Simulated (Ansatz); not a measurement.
# Li on Ta(100): change of the work function, part 2 of 5

Wanted: Δφ(θ) for Li/Ta(100), starting from the hollow site.

Ansatz 0.2.0; plane-wave DFT, LDA, Ansatz PAW (the session's first sound run).

So far, work function, upper face (eV): step 2 (the clean slab) 3.98.

**3. Adsorbate added, k-mesh 3×3×1, coverage 0.111 ML**

System of this step: Li/Ta(100). The cell holds 46 atoms: 45 Ta and 1 Li. Cell: a = 9.930 Å, b = 9.930 Å, c = 26.306 Å, α = 90.0°, β = 90.0°, γ = 90.0°. Vacuum lies along c.

The clean slab as it ended is repeated in the plane and the adsorbate is set on one face; the cell's size fixes the coverage, and the k-mesh shrinks with it to keep the sampling density about even. Adsorbate and upper layers relax, since the dipole depends on the height.

Input file input.yaml:

```yaml
crystal:
  lattice:
    - [9.93, 0.0, 0.0]
    - [0.0, 9.93, 0.0]
    - [0.0, 0.0, 26.3055893984]
  atoms:
    - { symbol: Ta, position: [0.0, 0.0, 0.3421326116] }
    - { symbol: Ta, position: [0.1666666667, 0.1666666667, 0.4050469974] }
    - { symbol: Ta, position: [0.0, 0.0, 0.4651227798] }
    - { symbol: Ta, position: [0.1666666667, 0.1666666667, 0.5274061293] }
    - { symbol: Ta, position: [0.0, 0.0, 0.5789230301] }
    - { symbol: Ta, position: [0.0, 0.3333333333, 0.3421326116] }
    - { symbol: Ta, position: [0.1666666667, 0.5, 0.4050469974] }
    - { symbol: Ta, position: [0.0, 0.3333333333, 0.4651227798] }
    - { symbol: Ta, position: [0.1666666667, 0.5, 0.5274061293] }
    - { symbol: Ta, position: [0.0, 0.3333333333, 0.5789230301] }
    - { symbol: Ta, position: [0.0, 0.6666666667, 0.3421326116] }
    - { symbol: Ta, position: [0.1666666667, 0.8333333333, 0.4050469974] }
    - { symbol: Ta, position: [0.0, 0.6666666667, 0.4651227798] }
    - { symbol: Ta, position: [0.1666666667, 0.8333333333, 0.5274061293] }
    - { symbol: Ta, position: [0.0, 0.6666666667, 0.5789230301] }
    - { symbol: Ta, position: [0.3333333333, 0.0, 0.3421326116] }
    - { symbol: Ta, position: [0.5, 0.1666666667, 0.4050469974] }
    - { symbol: Ta, position: [0.3333333333, 0.0, 0.4651227798] }
    - { symbol: Ta, position: [0.5, 0.1666666667, 0.5274061293] }
    - { symbol: Ta, position: [0.3333333333, 0.0, 0.5789230301] }
    - { symbol: Ta, position: [0.3333333333, 0.3333333333, 0.3421326116] }
    - { symbol: Ta, position: [0.5, 0.5, 0.4050469974] }
    - { symbol: Ta, position: [0.3333333333, 0.3333333333, 0.4651227798] }
    - { symbol: Ta, position: [0.5, 0.5, 0.5274061293] }
    - { symbol: Ta, position: [0.3333333333, 0.3333333333, 0.5789230301] }
    - { symbol: Ta, position: [0.3333333333, 0.6666666667, 0.3421326116] }
    - { symbol: Ta, position: [0.5, 0.8333333333, 0.4050469974] }
    - { symbol: Ta, position: [0.3333333333, 0.6666666667, 0.4651227798] }
    - { symbol: Ta, position: [0.5, 0.8333333333, 0.5274061293] }
    - { symbol: Ta, position: [0.3333333333, 0.6666666667, 0.5789230301] }
    - { symbol: Ta, position: [0.6666666667, 0.0, 0.3421326116] }
    - { symbol: Ta, position: [0.8333333333, 0.1666666667, 0.4050469974] }
    - { symbol: Ta, position: [0.6666666667, 0.0, 0.4651227798] }
    - { symbol: Ta, position: [0.8333333333, 0.1666666667, 0.5274061293] }
    - { symbol: Ta, position: [0.6666666667, 0.0, 0.5789230301] }
    - { symbol: Ta, position: [0.6666666667, 0.3333333333, 0.3421326116] }
    - { symbol: Ta, position: [0.8333333333, 0.5, 0.4050469974] }
    - { symbol: Ta, position: [0.6666666667, 0.3333333333, 0.4651227798] }
    - { symbol: Ta, position: [0.8333333333, 0.5, 0.5274061293] }
    - { symbol: Ta, position: [0.6666666667, 0.3333333333, 0.5789230301] }
    - { symbol: Ta, position: [0.6666666667, 0.6666666667, 0.3421326116] }
    - { symbol: Ta, position: [0.8333333333, 0.8333333333, 0.4050469974] }
    - { symbol: Ta, position: [0.6666666667, 0.6666666667, 0.4651227798] }
    - { symbol: Ta, position: [0.8333333333, 0.8333333333, 0.5274061293] }
    - { symbol: Ta, position: [0.6666666667, 0.6666666667, 0.5789230301] }
    - { symbol: Li, position: [0.1666666667, 0.1666666667, 0.6578673884] }
kpoints:
  mp_grid: { grid: [3, 3, 1] }
hamiltonian:
  xc: lda
scf:
  occupations: { method: fermi_dirac, width: 0.1 }
  convergence: { dr2_threshold: 1.0e-08 }
efield:
  axis: 3
  dipole_correction: true
  ramp_position: 0.97
  ramp_width: 0.06
relax:
  f_tol: 0.02
  max_steps: 60
  constraints:
    - { sites: [0, 1, 5, 6, 10, 11, 15, 16, 20, 21, 25, 26, 30, 31, 35, 36, 40, 41] }
output:
  bader: true
  write_potential: true
  write_density: true
  volumetric_format: npy
```

Launch:

```sh
> ansatz run input.yaml --threads 8 --pin off --max-ram 12288MiB --backend cpu --events-out ev --progress --plain --runs-dir out
```

Numbers of over 12 decimals in the logs are rounded to 6 here.

The program printed:

```text
[...]
Crystal: 46 atoms, lattice volume = 2593.860 Å³
Basis set: ecut = 420 eV, 50779 PW (Γ)
Bands: 353, of which v1, the nominal top of the filled ones, is band 294 counted from 1 (293 counted from 0)
Symmetry: 8 space group operations
[...]
k-points: 3 of 9
[...]
SCF iter   1: F=—  HF=-435883.050803 eV  |F-HF|=—  |Δ(HF+E_count)|=         —  Δρ=7.91e-3  dr2=1.95e1  ethr=1.77e-3  p=0.257 e·Å  D=1.79e-2 V/Å  ΔV_dip=-0.47 eV  dr2_dipole=4.18e-1  V_vac-E_F(+/−)=3.91/4.38 eV  ⟨swp⟩=12.3  Hψ=5720  notcnv=0
[...]
SCF iter  11: F=-435882.040001 eV  HF=-435882.040001 eV  |F-HF|=6.40e-10  |Δ(HF+E_count)|=    0.00e0  Δρ=1.23e-7  dr2=1.06e-9  ethr=1.70e-12  p=0.311 e·Å  D=2.17e-2 V/Å  ΔV_dip=-0.57 eV  dr2_dipole=4.95e-11  V_vac-E_F(+/−)=3.63/4.20 eV  ⟨swp⟩=9.7  Hψ=6658  notcnv=0
SCF 1 converged in 11 iterations: F = -435882.040001 eV  dr2 = 1.06e-9
[...]
relax step   1: F+E_penalty+E_count = -435882.04000133 eV  Δ(F+E_penalty+E_count) = +0.000e0 eV  max|allowed force component| = 2.775e-1 eV/Å  Δτ_max = 0.0000 Å  (11 SCF iters, accepted)
[...]
iter 1 solved again at ethr=5.49e-5 eV; its pass at ethr=3.10e-3 eV (dr2=3.23e-1 eV) is discarded
[...]
SCF iter   9: F=-435882.062336 eV  HF=-435882.062336 eV  |F-HF|=4.07e-10  |Δ(HF+E_count)|=   2.44e-8  Δρ=2.33e-7  dr2=3.51e-9  ethr=1.70e-12  p=0.284 e·Å  D=1.98e-2 V/Å  ΔV_dip=-0.52 eV  dr2_dipole=4.66e-11  V_vac-E_F(+/−)=3.67/4.20 eV  ⟨swp⟩=11.0  Hψ=7402  notcnv=0
SCF 2 converged in 9 iterations: F = -435882.062336 eV  dr2 = 3.51e-9
[...]
relax step   2: F+E_penalty+E_count = -435882.06233648 eV  Δ(F+E_penalty+E_count) = -2.234e-2 eV  max|allowed force component| = 1.936e-1 eV/Å  Δτ_max = 0.1155 Å  (9 SCF iters, accepted)
SCF iter   1: F=—  HF=-435882.083285 eV  |F-HF|=—  |Δ(HF+E_count)|=         —  Δρ=1.29e-3  dr2=2.88e-1  ethr=6.13e-4  p=0.284 e·Å  D=1.98e-2 V/Å  ΔV_dip=-0.52 eV  dr2_dipole=2.85e-2  V_vac-E_F(+/−)=3.68/4.20 eV  ⟨swp⟩=13.3  Hψ=4244  notcnv=0
[...]
SCF iter   9: F=-435882.074373 eV  HF=-435882.074373 eV  |F-HF|=1.40e-9  |Δ(HF+E_count)|=   3.42e-8  Δρ=2.45e-7  dr2=5.24e-9  ethr=1.70e-12  p=0.235 e·Å  D=1.64e-2 V/Å  ΔV_dip=-0.43 eV  dr2_dipole=3.13e-10  V_vac-E_F(+/−)=3.77/4.20 eV  ⟨swp⟩=11.0  Hψ=7477  notcnv=0
SCF 3 converged in 9 iterations: F = -435882.074373 eV  dr2 = 5.24e-9
relax step   3: F+E_penalty+E_count = -435882.07437340 eV  Δ(F+E_penalty+E_count) = -1.204e-2 eV  max|allowed force component| = 1.736e-1 eV/Å  Δτ_max = 0.1946 Å  (9 SCF iters, accepted)
[...]
relax step   4: F+E_penalty+E_count = -435882.08743513 eV  Δ(F+E_penalty+E_count) = -1.306e-2 eV  max|allowed force component| = 6.175e-2 eV/Å  Δτ_max = 0.0803 Å  (8 SCF iters, accepted)
[...]
relax step   5: F+E_penalty+E_count = -435882.09081431 eV  Δ(F+E_penalty+E_count) = -3.379e-3 eV  max|allowed force component| = 3.912e-2 eV/Å  Δτ_max = 0.0172 Å  (8 SCF iters, accepted)
[...]
relax step   6: F+E_penalty+E_count = -435882.09112466 eV  Δ(F+E_penalty+E_count) = -3.103e-4 eV  max|allowed force component| = 2.710e-2 eV/Å  Δτ_max = 0.0135 Å  (7 SCF iters, accepted)
SCF iter   1: F=—  HF=-435882.090406 eV  |F-HF|=—  |Δ(HF+E_count)|=         —  Δρ=1.26e-4  dr2=2.82e-3  ethr=1.44e-6  p=0.257 e·Å  D=1.79e-2 V/Å  ΔV_dip=-0.47 eV  dr2_dipole=3.67e-4  V_vac-E_F(+/−)=3.72/4.20 eV  ⟨swp⟩=12.0  Hψ=3296  notcnv=0
[...]
SCF iter   7: F=-435882.091260 eV  HF=-435882.091260 eV  |F-HF|=9.90e-10  |Δ(HF+E_count)|=  8.15e-10  Δρ=1.52e-7  dr2=1.50e-9  ethr=1.70e-12  p=0.257 e·Å  D=1.79e-2 V/Å  ΔV_dip=-0.47 eV  dr2_dipole=8.08e-11  V_vac-E_F(+/−)=3.72/4.20 eV  ⟨swp⟩=10.3  Hψ=7154  notcnv=0
SCF 7 converged in 7 iterations: F = -435882.091260 eV  dr2 = 1.50e-9
relax step   7: F+E_penalty+E_count = -435882.09126016 eV  Δ(F+E_penalty+E_count) = -1.355e-4 eV  max|allowed force component| = 3.068e-3 eV/Å  Δτ_max = 0.0043 Å  (7 SCF iters, accepted)
NSCF: frozen V_eff on 3 k-points
[...]
SCF converged after 7 iterations
Free energy (F): -435882.091260 eV
[...]
Internal energy: -435880.649976 eV  (E = F + TS)
E sigma→0 (E₀):  -435881.370618 eV
Entropy (-TS):   -1.441284 eV (-31.332 meV/atom)
Fermi energy:    3.239535 eV
Dipole field:    D = 0.017914 V/Å  (p = 0.256785 e·Å, saw-weighted, corrected)
Work function:   Φ+ = 3.7246 eV   Φ− = 4.1958 eV
[...]
--- Forces (eV/Å), atoms counted from 1 ---
  atom   1  Ta    -0.00338634    -0.00338634     2.09523710
  atom   2  Ta    -0.00000000     0.00000000    -1.93792300
  atom   3  Ta     0.00127638     0.00127638     0.00216421
  atom   4  Ta    -0.00000000    -0.00000000    -0.00145237
  atom   5  Ta     0.00095243     0.00095243    -0.00130902
  atom   6  Ta    -0.00338634     0.00338634     2.09523710
  atom   7  Ta    -0.00000000    -0.04270389    -2.08153665
  atom   8  Ta     0.00127638    -0.00127638     0.00216421
  atom   9  Ta    -0.00000000     0.00172715    -0.00306794
  atom  10  Ta     0.00095243    -0.00095243    -0.00130902
  atom  11  Ta    -0.01075248     0.00000000     2.05563482
  atom  12  Ta    -0.00000000     0.04270389    -2.08153665
  atom  13  Ta    -0.00045444     0.00000000     0.00083422
  atom  14  Ta    -0.00000000    -0.00172715    -0.00306794
  atom  15  Ta     0.00002072     0.00000000     0.00000104
  atom  16  Ta     0.00338634    -0.00338634     2.09523710
  atom  17  Ta    -0.04270389     0.00000000    -2.08153665
  atom  18  Ta    -0.00127638     0.00127638     0.00216421
  atom  19  Ta     0.00172715     0.00000000    -0.00306794
  atom  20  Ta    -0.00095243     0.00095243    -0.00130902
  atom  21  Ta     0.00338634     0.00338634     2.09523710
  atom  22  Ta    -0.03760088    -0.03760088    -2.09275318
  atom  23  Ta    -0.00127638    -0.00127638     0.00216421
  atom  24  Ta     0.00190809     0.00190809    -0.00122305
  atom  25  Ta    -0.00095243    -0.00095243    -0.00130902
  atom  26  Ta     0.01075248     0.00000000     2.05563482
  atom  27  Ta    -0.03760088     0.03760088    -2.09275318
  atom  28  Ta     0.00045444     0.00000000     0.00083422
  atom  29  Ta     0.00190809    -0.00190809    -0.00122305
  atom  30  Ta    -0.00002072     0.00000000     0.00000104
  atom  31  Ta     0.00000000    -0.01075248     2.05563482
  atom  32  Ta     0.04270389     0.00000000    -2.08153665
  atom  33  Ta    -0.00000000    -0.00045444     0.00083422
  atom  34  Ta    -0.00172715     0.00000000    -0.00306794
  atom  35  Ta    -0.00000000     0.00002072     0.00000104
  atom  36  Ta     0.00000000     0.01075248     2.05563482
  atom  37  Ta     0.03760088    -0.03760088    -2.09275318
  atom  38  Ta     0.00000000     0.00045444     0.00083422
  atom  39  Ta    -0.00190809     0.00190809    -0.00122305
  atom  40  Ta     0.00000000    -0.00002072     0.00000104
  atom  41  Ta     0.00000000     0.00000000     2.03995760
  atom  42  Ta     0.03760088     0.03760088    -2.09275318
  atom  43  Ta     0.00000000     0.00000000     0.00161665
  atom  44  Ta    -0.00190809    -0.00190809    -0.00122305
  atom  45  Ta    -0.00000000    -0.00000000    -0.00090830
  atom  46  Li    -0.00000000     0.00000000    -0.00004595
  max |Σ_I F_I| component: 2.83e-3 eV/Å
--- Band table (eV) ---
  k-point 0: bands = [... 290 lower, 3.2416, 3.2426, 3.2724, 3.2724, 3.2730, 3.3032, 3.3189, 3.3251, ... 55 higher]
  k-point 1: bands = [... 290 lower, 2.9520, 3.0132, 3.0257, 3.0642, 3.1866, 3.2363, 3.2771, 3.3636, ... 55 higher]
  k-point 2: bands = [... 290 lower, 3.1676, 3.2240, 3.2420, 3.2896, 3.3064, 3.3819, 3.4041, 3.4192, ... 55 higher]
--- Relaxed structure (7 steps of the walk, 7 accepted, 0 SCFs on fresh bases) ---
  F+E_penalty+E_count = -435882.09126016 eV   max|allowed force component| = 3.068e-3 eV/Å
  atoms:
    - { symbol: Ta, position: [1.666665959832375e-11, 1.666665959832375e-11, 0.3421326116] }
    - { symbol: Ta, position: [0.166667, 0.166667, 0.405047] }
    - { symbol: Ta, position: [0.00068408, 0.00068408, 0.465340] }
    - { symbol: Ta, position: [0.166667, 0.166667, 0.531398] }
    - { symbol: Ta, position: [-0.00526506, -0.00526506, 0.578757] }
    - { symbol: Ta, position: [1.666665959832375e-11, 0.333333, 0.3421326116] }
    - { symbol: Ta, position: [0.166667, 0.500000, 0.405047] }
    - { symbol: Ta, position: [0.00068408, 0.332649, 0.465340] }
    - { symbol: Ta, position: [0.166667, 0.500673, 0.527248] }
    - { symbol: Ta, position: [-0.00526506, 0.338598, 0.578757] }
    - { symbol: Ta, position: [1.666665959832375e-11, 0.666667, 0.3421326116] }
    - { symbol: Ta, position: [0.166667, 0.833333, 0.405047] }
    - { symbol: Ta, position: [0.000497486, 0.666667, 0.464799] }
    - { symbol: Ta, position: [0.166667, 0.832660, 0.527248] }
    - { symbol: Ta, position: [-0.000632258, 0.666667, 0.579067] }
    - { symbol: Ta, position: [0.333333, 1.666665959832375e-11, 0.3421326116] }
    - { symbol: Ta, position: [0.500000, 0.166667, 0.405047] }
    - { symbol: Ta, position: [0.332649, 0.00068408, 0.465340] }
    - { symbol: Ta, position: [0.500673, 0.166667, 0.527248] }
    - { symbol: Ta, position: [0.338598, -0.00526506, 0.578757] }
    - { symbol: Ta, position: [0.333333, 0.333333, 0.3421326116] }
    - { symbol: Ta, position: [0.500000, 0.500000, 0.405047] }
    - { symbol: Ta, position: [0.332649, 0.332649, 0.465340] }
    - { symbol: Ta, position: [0.501157, 0.501157, 0.526720] }
    - { symbol: Ta, position: [0.338598, 0.338598, 0.578757] }
    - { symbol: Ta, position: [0.333333, 0.666667, 0.3421326116] }
    - { symbol: Ta, position: [0.500000, 0.833333, 0.405047] }
    - { symbol: Ta, position: [0.332836, 0.666667, 0.464799] }
    - { symbol: Ta, position: [0.501157, 0.832177, 0.526720] }
    - { symbol: Ta, position: [0.333966, 0.666667, 0.579067] }
    - { symbol: Ta, position: [0.666667, 1.666665959832375e-11, 0.3421326116] }
    - { symbol: Ta, position: [0.833333, 0.166667, 0.405047] }
    - { symbol: Ta, position: [0.666667, 0.000497486, 0.464799] }
    - { symbol: Ta, position: [0.832660, 0.166667, 0.527248] }
    - { symbol: Ta, position: [0.666667, -0.000632258, 0.579067] }
    - { symbol: Ta, position: [0.666667, 0.333333, 0.3421326116] }
    - { symbol: Ta, position: [0.833333, 0.500000, 0.405047] }
    - { symbol: Ta, position: [0.666667, 0.332836, 0.464799] }
    - { symbol: Ta, position: [0.832177, 0.501157, 0.526720] }
    - { symbol: Ta, position: [0.666667, 0.333966, 0.579067] }
    - { symbol: Ta, position: [0.666667, 0.666667, 0.3421326116] }
    - { symbol: Ta, position: [0.833333, 0.833333, 0.405047] }
    - { symbol: Ta, position: [0.666667, 0.666667, 0.464990] }
    - { symbol: Ta, position: [0.832177, 0.832177, 0.526720] }
    - { symbol: Ta, position: [0.666667, 0.666667, 0.579539] }
    - { symbol: Li, position: [0.166667, 0.166667, 0.648100] }
--- Bader charges: 46 sites ---
  site symbol  charge [e]  shift [e]
     0     Ta     -0.1056     0.0000
     1     Ta      0.0151     0.0000
     2     Ta      0.1623     0.0000
     3     Ta     -0.0442     0.0001
     4     Ta     -0.2754     0.0004
     5     Ta     -0.1056     0.0000
     6     Ta      0.0405     0.0000
     7     Ta      0.1623     0.0000
     8     Ta      0.0049     0.0001
     9     Ta     -0.2754     0.0004
    10     Ta     -0.1084     0.0000
    11     Ta      0.0405     0.0000
    12     Ta      0.1585     0.0000
    13     Ta      0.0049     0.0001
    14     Ta     -0.1057     0.0001
    15     Ta     -0.1056     0.0000
    16     Ta      0.0405     0.0000
    17     Ta      0.1623     0.0000
    18     Ta      0.0049     0.0001
    19     Ta     -0.2754     0.0004
    20     Ta     -0.1056     0.0000
    21     Ta      0.0382     0.0000
    22     Ta      0.1623     0.0000
    23     Ta      0.0053     0.0001
    24     Ta     -0.2754     0.0004
    25     Ta     -0.1084     0.0000
    26     Ta      0.0382     0.0000
    27     Ta      0.1585     0.0000
    28     Ta      0.0053     0.0001
    29     Ta     -0.1057     0.0001
    30     Ta     -0.1084     0.0000
    31     Ta      0.0405     0.0000
    32     Ta      0.1585     0.0000
    33     Ta      0.0049     0.0001
    34     Ta     -0.1057     0.0001
    35     Ta     -0.1084     0.0000
    36     Ta      0.0382     0.0000
    37     Ta      0.1585     0.0000
    38     Ta      0.0053     0.0001
    39     Ta     -0.1057     0.0001
    40     Ta     -0.1093     0.0000
    41     Ta      0.0382     0.0000
    42     Ta      0.1619     0.0000
    43     Ta      0.0053     0.0001
    44     Ta     -0.0954     0.0001
    45     Li      0.8135     0.0012
  estimated error of the sums over rays = 9.9e-4 e
```

Run time: 9.3 min. Hardware: 8 threads of Arm Neoverse V2, shared host; peak memory 9 GiB.

Relaxation path:

```csv
step,energy less that of the first step (eV),largest force component (eV/Å)
1,0.0000,0.2775
2,-0.0223,0.1936
3,-0.0344,0.1736
4,-0.0474,0.0617
5,-0.0508,0.0391
6,-0.0511,0.0271
7,-0.0513,0.0031
```

The run keeps the 8 symmetry operations that it works with, so distortions that break them were not tested.

The atoms that moved most (Å):

```csv
atom,dx,dy,dz,length
Li46,0.000,0.000,-0.257,0.257
Ta4,0.000,0.000,0.105,0.105
Ta5,-0.052,-0.052,-0.004,0.074
Ta10,-0.052,0.052,-0.004,0.074
Ta20,0.052,-0.052,-0.004,0.074
Ta25,0.052,0.052,-0.004,0.074
Ta44,-0.011,-0.011,-0.018,0.024
Ta29,0.011,-0.011,-0.018,0.024
```

Numbers from this step:

- energy at zero smearing: -435881.3706 eV
- work function, upper face: 3.725 eV
- dipole along the normal: 0.2568 e·Å
- step between the vacuum levels: -0.4712 eV

Running mean over 1.655 Å of the planar mean; the ramp of the sawtooth is left out. The electron's electrostatic potential energy less the Fermi level by z:

z (Å), electron's electrostatic potential energy less the Fermi level (eV) and a bar from the least value:
```
        4        4.2 ##############################
        5        4.2 ##############################
        6        4.1 ##############################
        7        3.3 ############################
        8       -2.3 ##################
        9       -9.5 ####
       10       -9.9 ###
       11      -10.4 ###
       12      -10.4 ###
       13      -10.1 ###
       14      -11.5 
       15      -11.7 
       16       -4.6 #############
       17        2.2 ##########################
       18        3.4 #############################
       19        3.7 #############################
       20        3.7 #############################
       21        3.7 #############################
       22        3.7 #############################
       23        3.7 #############################
```

The relaxation took 7 steps and lowered the energy by 0.051 eV; the largest force on the free atoms ends at 0.0031 eV/Å.

The covered face has 3.72 eV, -0.26 eV against the clean one; the bare back face has moved by +0.00 eV, a measure of how thin the slab is.

(Part 2 of 5 ends here.)

[Logs are printed without paths, hosts, clocks, repeated set-up lines and the standing remarks that a program may print on its own settings, such as how far it seeks lower states.]

[Hosts, paths, dates, database ids (printed as entryN), source tags and the programs' standing remarks are cut or masked in the printed files.]

[Maps of the electrostatic potential energy from Ansatz leave out the sawtooth potential of an applied field or a dipole correction, so their vacuum need not be flat; planar profiles and work functions include it.]
